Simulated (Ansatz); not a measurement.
**Cs2MoF4 (started from the K2NiF4 type) (I4/mmm): how robust is the cRPA U?**

Aim: hold the target of a cRPA run on Cs2MoF4 (started from the K2NiF4 type) (I4/mmm) and move one thing at a time.

Main program and level: Ansatz 0.2.0; constrained RPA on LDA, plane waves, PAW.

Report form: the programs' logs are mostly left out.

The structure was built from a prototype and need not be the compound's stable phase.

## Step 1: Starting point

Symmetry: I4/mmm, No. 139, tetragonal system. The conventional cell has a = 4.180 Å, b = 4.180 Å, c = 14.304 Å, α = 90.00°, β = 90.00°, γ = 90.00°. Nearest to Cs lie 9 F at 2.92 to 2.97 Å. Mo has 6 F at 2.09 to 2.12 Å nearest. Nearest to F lie 2 Mo at 2.09 Å and 4 Cs at 2.97 Å. Nearest to F lie 1 Mo at 2.12 Å and 5 Cs at 2.92 to 2.96 Å. Farther neighbours and most contacts between anions are not listed.

The structure was relaxed with LDA. The structure type comes from a generator and need not be one that this composition takes. The structure was generated from a model, not taken from a measurement. The runs that relaxed it are not among those shown. The program's search for lower electronic states was switched off, so nothing shows that the state found is the lowest. Spin-orbit coupling is left out unless a step names it. The default PAW set here is soft_2. Its files were made with PBE.

## Step 2: Base: Mo t2g, bands v2 to c1, 4×4×4 mesh, medium accuracy

Constrained RPA screens the interaction with every transition except those inside the target bands, which a later many-body model would treat itself.

input.yaml reads:

```yaml
crystal:
  lattice:
    - [2.09017297, -2.09017297, 7.15219142]
    - [-2.09017297, 2.09017297, 7.15219142]
    - [-2.09017297, -2.09017297, -7.15219142]
  atoms:
    - { symbol: Cs, position: [0.3523595538, 0.3523595538, 0.0] }
    - { symbol: Cs, position: [0.6476404462, 0.6476404462, 0.0] }
    - { symbol: Mo, position: [0.0, 0.0, 0.0] }
    - { symbol: F, position: [0.0, 0.5, 0.5] }
    - { symbol: F, position: [0.5, 0.0, 0.5] }
    - { symbol: F, position: [0.1483851221, 0.1483851221, 0.0] }
    - { symbol: F, position: [0.8516148779, 0.8516148779, 0.0] }
kpoints:
  mp_grid: { grid: [8, 8, 8] }
hamiltonian:
  xc: lda
scf:
  occupations: { method: gaussian, width: 0.08 }
  n_extra_bands: 19
  max_iter: 150
  lower_state_search: "off"
output:
  crpa:
    kmesh: [4, 4, 4]
    target_bands: [v2, c1]
    projections: [{ species: Mo, l: d, shell: 4, orbitals: [dxz, dyz, dxy] }]
  local_orbitals:
    kmesh: [8, 8, 8]
    orbitals: [{ species: Mo, l: d, shell: 4, orbitals: [dxz, dyz, dxy] }]
    window: { bands: [v2, c1] }
    seedname: lo
```

On the command line:

```console
ansatz run input.yaml --threads 4 --pin off --max-ram 14745MiB --backend cpu --events-out ev --progress --plain --runs-dir out
```

The job ended after 5.9 min (4 threads of Arm Neoverse V1, shared host; peak memory 1.1 GiB).

Numbers from this step:

| Property | Result |
| --- | --- |
| U | 4.203 eV |
| U prime (inter-orbital) | 3.496 eV |
| J | 0.3394 eV |
| bare V | 12.58 eV |
| bare J | 0.4889 eV |
| stated bound on U | 0.009775 eV |
| U over bare V | 0.3340 |
| electrons in the window | 4.000 |
| head of the constrained inverse dielectric matrix | 0.3145 |
| least eigenvalue of the projection's overlap | 0.7517 |
| target functions | 3 |
| bands in the sums | 62 |
| r.m.s. miss of the model bands | 3.92e-4 eV |
| width of the target bands | 1.940 eV |
| weight of the projected orbitals in the window | 0.8644 |

On the Mo t2g shell, screening brings the on-site interaction from 12.6 eV down to U = 4.20 eV.

## Step 3: Changed: 2×2×2 mesh

input.yaml: that of step 2 with these lines changed.

```diff
@@ -24,9 +24,4 @@
   crpa:
-    kmesh: [4, 4, 4]
+    kmesh: [2, 2, 2]
     target_bands: [v2, c1]
     projections: [{ species: Mo, l: d, shell: 4, orbitals: [dxz, dyz, dxy] }]
-  local_orbitals:
-    kmesh: [8, 8, 8]
-    orbitals: [{ species: Mo, l: d, shell: 4, orbitals: [dxz, dyz, dxy] }]
-    window: { bands: [v2, c1] }
-    seedname: lo
```

It took 26 s on 4 threads; peak memory 0.87 GiB.

Numbers from this step:

* U: 4.497 eV
* U prime (inter-orbital): 3.768 eV
* J: 0.3445 eV
* bare V: 12.84 eV
* bare J: 0.4964 eV
* stated bound on U: 0.01088 eV
* U over bare V: 0.3503
* electrons in the window: 4.000
* head of the constrained inverse dielectric matrix: 0.2901
* least eigenvalue of the projection's overlap: 0.7517
* target functions: 3
* bands in the sums: 62
* width of the target bands: 1.940 eV
* weight of the projected orbitals in the window: 0.8644

On the Mo t2g shell, screening brings the on-site interaction from 12.8 eV down to U = 4.50 eV.

## Step 4: Changed: accuracy high

input.yaml: that of step 3 with these lines changed.

```diff
@@ -24,4 +24,5 @@
   crpa:
-    kmesh: [2, 2, 2]
+    kmesh: [4, 4, 4]
     target_bands: [v2, c1]
     projections: [{ species: Mo, l: d, shell: 4, orbitals: [dxz, dyz, dxy] }]
+    accuracy: high
```

Elapsed: 9.7 min, on 4 threads; peak memory 1.2 GiB; 38 min of CPU time.

This step gave:

```
U                                                 : 4.204 eV
U prime (inter-orbital)                           : 3.497 eV
J                                                 : 0.3395 eV
bare V                                            : 12.58 eV
bare J                                            : 0.4889 eV
stated bound on U                                 : 6.47e-4 eV
U over bare V                                     : 0.3341
electrons in the window                           : 4.000
head of the constrained inverse dielectric matrix : 0.3145
least eigenvalue of the projection's overlap      : 0.7517
target functions                                  : 3
bands in the sums                                 : 62
width of the target bands                         : 1.940 eV
weight of the projected orbitals in the window    : 0.8644
```

On the Mo t2g shell, screening brings the on-site interaction from 12.6 eV down to U = 4.20 eV.

## Step 5: Changed: accuracy low

input.yaml: that of step 4 with these lines changed.

```diff
@@ -27,2 +27,2 @@
     projections: [{ species: Mo, l: d, shell: 4, orbitals: [dxz, dyz, dxy] }]
-    accuracy: high
+    accuracy: low
```

It took 2.9 min on 4 threads; peak memory 1 GiB; 11 min of CPU time.

This step gave:

| Quantity | Value |
| --- | --- |
| U | 4.129 eV |
| U prime (inter-orbital) | 3.430 eV |
| J | 0.3363 eV |
| bare V | 12.58 eV |
| bare J | 0.4889 eV |
| stated bound on U | 0.1672 eV |
| U over bare V | 0.3282 |
| electrons in the window | 4.000 |
| head of the constrained inverse dielectric matrix | 0.3144 |
| least eigenvalue of the projection's overlap | 0.7517 |
| target functions | 3 |
| bands in the sums | 62 |
| width of the target bands | 1.940 eV |
| weight of the projected orbitals in the window | 0.8644 |

On the Mo t2g shell, screening brings the on-site interaction from 12.6 eV down to U = 4.13 eV.

## Step 6: Changed: more bands than orbitals

input.yaml: that of step 5 with these lines changed.

```diff
@@ -25,4 +25,3 @@
     kmesh: [4, 4, 4]
-    target_bands: [v2, c1]
+    target_bands: [v2, c2]
     projections: [{ species: Mo, l: d, shell: 4, orbitals: [dxz, dyz, dxy] }]
-    accuracy: low
```

Run time: 0.13 s. Hardware: 4 threads; peak memory 0.095 GiB.

The program refused the input before any cycle.

The program's message: “Error: invalid value for `output.crpa.projections`: 3 orbital(s) selected but the target window spans 4 band(s); name one orbital per band of it”

The fault put into this input: more bands than orbitals.

## Step 7: Changed: volume +6 %

The cell differs from the one that the last finished run ended in (a 7.739 → 7.891 Å, b 7.739 → 7.891 Å, c 7.739 → 7.891 Å).

input.yaml: that of step 6 with these lines changed.

```diff
@@ -2,5 +2,5 @@
   lattice:
-    - [2.09017297, -2.09017297, 7.15219142]
-    - [-2.09017297, 2.09017297, 7.15219142]
-    - [-2.09017297, -2.09017297, -7.15219142]
+    - [2.1311671613, -2.1311671613, 7.2924660803]
+    - [-2.1311671613, 2.1311671613, 7.2924660803]
+    - [-2.1311671613, -2.1311671613, -7.2924660803]
   atoms:
@@ -25,3 +25,8 @@
     kmesh: [4, 4, 4]
-    target_bands: [v2, c2]
+    target_bands: [v2, c1]
     projections: [{ species: Mo, l: d, shell: 4, orbitals: [dxz, dyz, dxy] }]
+  local_orbitals:
+    kmesh: [8, 8, 8]
+    orbitals: [{ species: Mo, l: d, shell: 4, orbitals: [dxz, dyz, dxy] }]
+    window: { bands: [v2, c1] }
+    seedname: lo
```

Elapsed: 6.2 min, on 4 threads; peak memory 1.1 GiB.

This step gave:

- U: 4.387 eV
- U prime (inter-orbital): 3.664 eV
- J: 0.3433 eV
- bare V: 12.70 eV
- bare J: 0.4957 eV
- stated bound on U: 0.01106 eV
- U over bare V: 0.3453
- electrons in the window: 4.000
- head of the constrained inverse dielectric matrix: 0.3302
- least eigenvalue of the projection's overlap: 0.7770
- target functions: 3
- bands in the sums: 62
- r.m.s. miss of the model bands: 1.94e-4 eV
- width of the target bands: 1.717 eV
- weight of the projected orbitals in the window: 0.8751

On the Mo t2g shell, screening brings the on-site interaction from 12.7 eV down to U = 4.39 eV.

## Step 8: Side by side

Times are wall times on 4 threads of Arm Neoverse V1, shared host, good to a factor of about two.

| run | bare V (eV) | U (eV) | J (eV) | bound on U (eV) | width (eV) | time |
| --- | --- | --- | --- | --- | --- | --- |
| target window | 12.58 | 4.203 | 0.339 | 0.0098 | 1.94 | 5.9 min |
| 2×2×2 mesh | 12.84 | 4.497 | 0.345 | 0.0109 | 1.94 | 26 s |
| accuracy high | 12.58 | 4.204 | 0.339 | 0.0006 | 1.94 | 9.7 min |
| accuracy low | 12.58 | 4.129 | 0.336 | 0.1672 | 1.94 | 2.9 min |
| volume +6 % | 12.70 | 4.387 | 0.343 | 0.0111 | 1.72 | 6.2 min |

## Step 9: Outcome

| Quantity | Value |
| --- | --- |
| target window | U 4.20 eV, J 0.34 eV |
| 2×2×2 mesh | U 4.50 eV, J 0.34 eV |
| accuracy high | U 4.20 eV, J 0.34 eV |
| accuracy low | U 4.13 eV, J 0.34 eV |
| volume +6 % | U 4.39 eV, J 0.34 eV |

2×2×2 mesh moves U by +0.29 eV at 0.072 times the time. Accuracy high moves U by +0.001 eV (within the solver's bounds, for the mean over orbitals). Accuracy low moves U by −0.07 eV (within the solver's bounds, for the mean over orbitals) at 0.49 times the time. Volume +6 % moves U by +0.18 eV. The printed bound covers the solver alone, not the mesh, and no denser mesh than the base was run. The parent state is non-magnetic and the interaction static (zero frequency); U depends on the window and the orbitals, so it belongs to this model alone.

[Paths, hosts, dates, memory and timing lines, banners, echoed tables and standing remarks are left out of the program output.]

[Logs are printed without paths, hosts, clocks, repeated set-up lines and the standing remarks that a program may print on its own settings, such as how far it seeks lower states.]

[Runs of the session that timed out or met a known fault of the program may be left out.]

[Hosts, paths, dates, database ids (printed as entryN), source tags and the programs' standing remarks are cut or masked in the printed files.]
